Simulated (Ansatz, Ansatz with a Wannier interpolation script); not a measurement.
# Settings in Wannier-interpolated G0W0: AcOCl (P4/nmm), part 2 of 2

Wanted: errors and cost of interpolated bands of AcOCl (P4/nmm) under coarser or faulty settings.

Ansatz 0.2.0; maximally localised Wannier functions, LDA, plane waves, PAW. Known limits of the many-body steps: not at the basis limit; f levels unsure; no spin-orbit coupling; coarse k mesh.

So far. Step 3 (Wannier model on 4×4×2): Near the gap the model misses directly solved bands by 8.0 meV r.m.s. and by 42 meV at most in the window tested. This tests the starting bands, not the corrections carried with them.

The database entry behind the starting cell is an old determination (1949), so it need not match the best structure at ambient conditions.

## Step 4: A faulty Wannier input

File input.yaml:

```yaml
crystal:
  lattice:
    - [4.25, 0.0, 0.0]
    - [0.0, 4.25, 0.0]
    - [0.0, 0.0, 7.08]
  atoms:
    - { symbol: Ac, position: [0.0, 0.5, 0.18] }
    - { symbol: Ac, position: [0.5, 0.0, 0.82] }
    - { symbol: Cl, position: [0.0, 0.5, 0.64] }
    - { symbol: Cl, position: [0.5, 0.0, 0.36] }
    - { symbol: O, position: [0.0, 0.0, 0.0] }
    - { symbol: O, position: [0.5, 0.5, 0.0] }
kpoints:
  mp_grid: { grid: [4, 4, 2] }
hamiltonian:
  xc: lda
scf:
  occupations: { method: fixed }
  n_extra_bands: 68
output:
  wannier:
    kmesh: [4, 4, 2]
    projections:
      - { species: Ac, l: d, shell: 6 }
      - { species: Ac, l: f, shell: 5 }
      - { species: Cl, l: p, shell: 3 }
      - { species: O, l: p, shell: 2 }
    minimise: true
    write_hr: true
    seedname: w
    conv_tol: 1.0e-07
    max_iter: 4000
    disentanglement:
      window: [5.3, 12.98]
      frozen_window: [5.3, 12.78]
      conv_tol: 1.0e-08
```

Command:

```bash
$ ansatz run input.yaml --threads 16 --pin off --max-ram 27648MiB --backend cpu --events-out ev --progress --plain --runs-dir out
```

Numbers of over 12 decimals in the logs are rounded to 6 here.

The program printed:

```text
Ac: projections on atomic orbitals take those of the free atom [Xe 4f14] 5d10 5f0 6s2 6p6 6d1 7s2, of charge +0.00 (hamiltonian.pseudopotentials.projection_atoms); the dataset's partial waves leave at most 8.6e-6 of an orbital's norm unspanned inside its sphere
scf.n_extra_bands = 68 over 34 filled bands (N_el = 68.0): the run solves 102 bands
Engine: ansatz 0.2.0, aarch64-unknown-linux-gnu
Pseudopotentials: kind: paw
Pseudopotential: Ac, paw, valence charge 21, recommended cutoff 590 eV (normal), Ac.paw.azcp
Pseudopotential: Cl, paw, valence charge 7, recommended cutoff 420 eV (normal), Cl.paw.azcp
Pseudopotential: O, paw, valence charge 6, recommended cutoff 420 eV (normal), O.paw.azcp
Functional definition: SPW92
  exchange = slater_x
  correlation = pw_c
Crystal: 6 atoms, lattice volume = 127.883 Å³
Basis set: ecut = 590 eV, 4193 PW (Γ)
Bands: 102, of which v1, the nominal top of the filled ones, is band 34 counted from 1 (33 counted from 0)
Symmetry: 16 space group operations
Space group: P4/nmm (ITA 129), of the structure as read, at distance tolerance 5.0e-5 Å
k-points: 12 of 32
Non-local potential: Ac, projectors of the file, l = 0: 3, l = 1: 3, l = 2: 3, l = 3: 3
Non-local potential: Cl, projectors of the file, l = 0: 2, l = 1: 2, l = 2: 2
Non-local potential: O, projectors of the file, l = 0: 2, l = 1: 2, l = 2: 1
PAW form: soft (Blöchl's): semilocal exchange-correlation on the pseudo side does not see the compensation charge
PAW frozen core: Ac, regenerated for the run's functional, and the local potential with it (the file was generated under x = pbe(κ = 0.804, μ = 0.219515), c = pbe(β = 0.066725))
[...]
NSCF: frozen V_eff on 15 k-points
the Wannier pass solved 15 of the 32 points of its mesh, and has the states at the others by symmetry: states obtained by the crystal's operations at points that were solved too leave a residual of 6.61e-13 eV (read by the count's bands and the next), within 1.67e-5 eV
SCF converged after 9 iterations
Free energy (F): -34565.396312 eV
Harris-Foulkes:  -34565.396312 eV  (|F-HF|=3.93e-10)
Internal energy: -34565.396312 eV  (E = F + TS)
E sigma→0 (E₀):  -34565.396312 eV
Fermi energy:    8.911866 eV
--- Per-component energies (eV) ---
  E_band       = -1234.759944
  E_kinetic    = 1469.143803
  E_local      = -8484.443482  (includes V_loc(G=0)·N_el)
  E_nonlocal   = 1437.760727
  E_hartree    = 3088.188431
  E_xc         = -1587.193563
  E_vxc        = -884.680388  (∫ρ·V_xc dr)
  E_paw        = -24139.176345  (= ΣΔE_a)
  E_vpaw       = -948.918167  (= ΣTr[D̂ρ^β])
  E_aug_tail   = 0.001932  (compensation charges beyond the density's cutoff)
  E_ewald      = -6350.971835
  E_core_change = 1.294021  (= ΣΔE_core)
  E_smearing   = -0.000000  (= −TS)
  E_closure    = -0.000000  (closes the sum)
  Σ components = -34565.396312   (vs F -34565.396312, Δ=0.00e0)
--- Band table (eV; the first three rows and the last of 12) ---
  k-point 0: bands = [... 30 lower, 7.7347, 8.4698, 8.8905, 8.8905, 12.9757, 13.5647, 14.4562, 14.8425, ... 64 higher]
  k-point 1: bands = [... 30 lower, 7.7840, 7.9210, 8.8146, 8.8146, 13.8122, 13.9169, 14.5620, 14.9767, ... 64 higher]
  k-point 2: bands = [... 30 lower, 7.6419, 8.2933, 8.5449, 8.5648, 13.9821, 14.5515, 14.7036, 14.9835, ... 64 higher]
  k-point 11: bands = [... 30 lower, 8.3686, 8.3686, 8.6951, 8.6951, 15.3918, 15.3918, 15.5558, 15.5558, ... 64 higher]
Error: output.wannier: at mesh point 0 (counted from 0) output.wannier.disentanglement.window holds 13 states for 36 functions, beside 0 of inner shells that are left out. Raise the window's top, and output.wannier.disentanglement.top_band where it is typed. No Wannier file is written
```

Elapsed: 7.7 s, on 16 threads of Arm Neoverse N1, shared host; peak memory 1.9 GiB.

The self-consistent loop converged; the step after it was not made. The program's words: output.wannier: at mesh point 0 (counted from 0) output.wannier.disentanglement.window holds 13 states for 36 functions, beside 0 of inner shells that are left out. Raise the window's top, and output.wannier.disentanglement.top_band where it is typed. No Wannier file is written

The fault put into this input: an outer window with too few states.

## Step 5: G0W0: 4×4×2 mesh, 533 empty bands, screening to 150 eV

G0W0 replaces the xc potential by the self-energy, built once from these orbitals. Only a window of levels is corrected, while the sums run over the empty bands that the input names.

This step: G0W0 on LDA, plane waves, PAW.

input.yaml, the sections that differ from step 4:

```yaml
scf:
  occupations: { method: fixed }
gw:
  n_empty_bands: 533
  ecut_chi: 150.0
  qp_bands: [v12, c1]
  screening: { model: contour_deformation }
# crystal, kpoints, hamiltonian: as in step 4
# output: removed
```

The program printed:

```text
[...]
Crystal: 6 atoms, lattice volume = 127.883 Å³
Basis set: ecut = 590 eV, 4193 PW (Γ)
Bands: 41, of which v1, the nominal top of the filled ones, is band 34 counted from 1 (33 counted from 0)
Symmetry: 16 space group operations
[...]
k-points: 12 of 32
[...]
0    30      7.7347   -23.5649     3.8158   -18.8694  0.7659     6.8451     6.8550  root
[...]
11    32      8.3686   -23.6654     3.5667   -19.2177  0.7704     7.4787     7.4876  root
    11    33      8.6951   -24.7166     4.0484   -19.9756  0.7611     7.9967     8.0024  root
    11    34      8.6951   -24.7166     4.0484   -19.9756  0.7611     7.9967     8.0024  root
    11    35     15.3918    -8.4071    -4.8925   -14.6193  0.8212    16.7285    16.7115  root
[key lines of the parts left out:]
SCF converged after 9 iterations
Free energy (F): -34565.396312 eV
Fermi energy:    8.911799 eV
```

Wall time 5.7 min (16 threads); peak memory 6.8 GiB; 73 min of CPU time.

The G0W0 gap on the mesh is 5.683 eV.

## Step 6: G0W0: 4×4×2 mesh, 247 empty bands, screening to 90 eV, plasmon pole

input.yaml, as its differences from that of step 5:

```diff
@@ -19,5 +19,5 @@
 gw:
-  n_empty_bands: 533
-  ecut_chi: 150.0
+  n_empty_bands: 247
+  ecut_chi: 90
   qp_bands: [v12, c1]
-  screening: { model: contour_deformation }
+  screening: { model: godby_needs }
```

The program printed:

```text
[...]
Crystal: 6 atoms, lattice volume = 127.883 Å³
Basis set: ecut = 590 eV, 4193 PW (Γ)
Bands: 41, of which v1, the nominal top of the filled ones, is band 34 counted from 1 (33 counted from 0)
Symmetry: 16 space group operations
[...]
k-points: 12 of 32
[...]
0    30      7.7347   -23.5649     4.0545   -18.8694  0.7931     7.0904     7.0936  root
[...]
11    32      8.3686   -23.6654     3.8315   -19.2177  0.7939     7.7502     7.7524  root
    11    33      8.6951   -24.7166     4.3173   -19.9756  0.7862     8.2701     8.2712  root
    11    34      8.6951   -24.7166     4.3173   -19.9756  0.7862     8.2701     8.2712  root
    11    35     15.3918    -8.4071    -4.6745   -14.6193  0.8373    16.9423    16.9295  root
[key lines of the parts left out:]
SCF converged after 9 iterations
Free energy (F): -34565.396312 eV
Fermi energy:    8.911799 eV
```

Elapsed: 1.8 min, on 16 threads; peak memory 2.9 GiB.

The G0W0 gap on the mesh is 5.515 eV.

## Step 7: Interpolated results

Times are wall times on 16 threads of Arm Neoverse N1, shared host, good to a factor of about two.

```tsv
GW mesh	empty bands	cutoff (eV)	frequency	gap on mesh (eV)	gap over zone (eV)	direct gap (eV)	valence width (eV)	GW time
4×4×2	533	150	contour deformation	5.683	5.648	5.800	4.046	5.7 min
4×4×2	247	90	plasmon pole	5.515	5.481	5.636	4.257	1.8 min
```

## Step 8: Summary of results

```json
{"4×4×2 mesh, 533 empty bands, screening to 150 eV": "5.65 eV", "4×4×2 mesh, 247 empty bands, screening to 90 eV, plasmon pole": "5.48 eV"}
```

What this shows: The largest change, −0.17 eV in the gap over the zone, comes with 4×4×2 mesh, 247 empty bands, screening to 90 eV, plasmon pole. The first run is a reference, not a converged one, and where a row moves several settings no single cause can be named. Coarser Wannier mesh (4×4×2): the miss near the gap goes from under 1 (the model on 8×8×4) to 8 meV and the total spread from 74.0 to 67.5 Å². With 4×4×2 mesh, 247 empty bands, screening to 90 eV, plasmon pole the gap over the zone moves by −0.17 eV and that on the mesh by −0.17 eV. Gaps over the zone and on the mesh differ where an edge lies off the mesh, or where a GW run starts from another density: the starting gap over the zone is 4.061 eV, on the GW meshes it is 4.064 eV. The 4×4×2 mesh is coarse for this cell (its supercell is 14 Å along the shortest edge). The RPA ε∞ on it, from the LDA start, is 3.85 and 4.05; such meshes misread the long-range screening, most where the gap is narrow. The compound holds f electrons or empty f levels, where one-shot G0W0 is unsure. The many-body steps are scalar-relativistic: spin-orbit coupling is not in them.

[Paths, hosts, dates, memory and timing lines, banners, echoed tables and standing remarks are left out of the program output.]

[Logs are printed without paths, hosts, clocks, repeated set-up lines and the standing remarks that a program may print on its own settings, such as how far it seeks lower states.]

[Runs of the session that timed out or met a known fault of the program may be left out.]

[Hosts, paths, dates, database ids (printed as entryN), source tags and the programs' standing remarks are cut or masked in the printed files.]
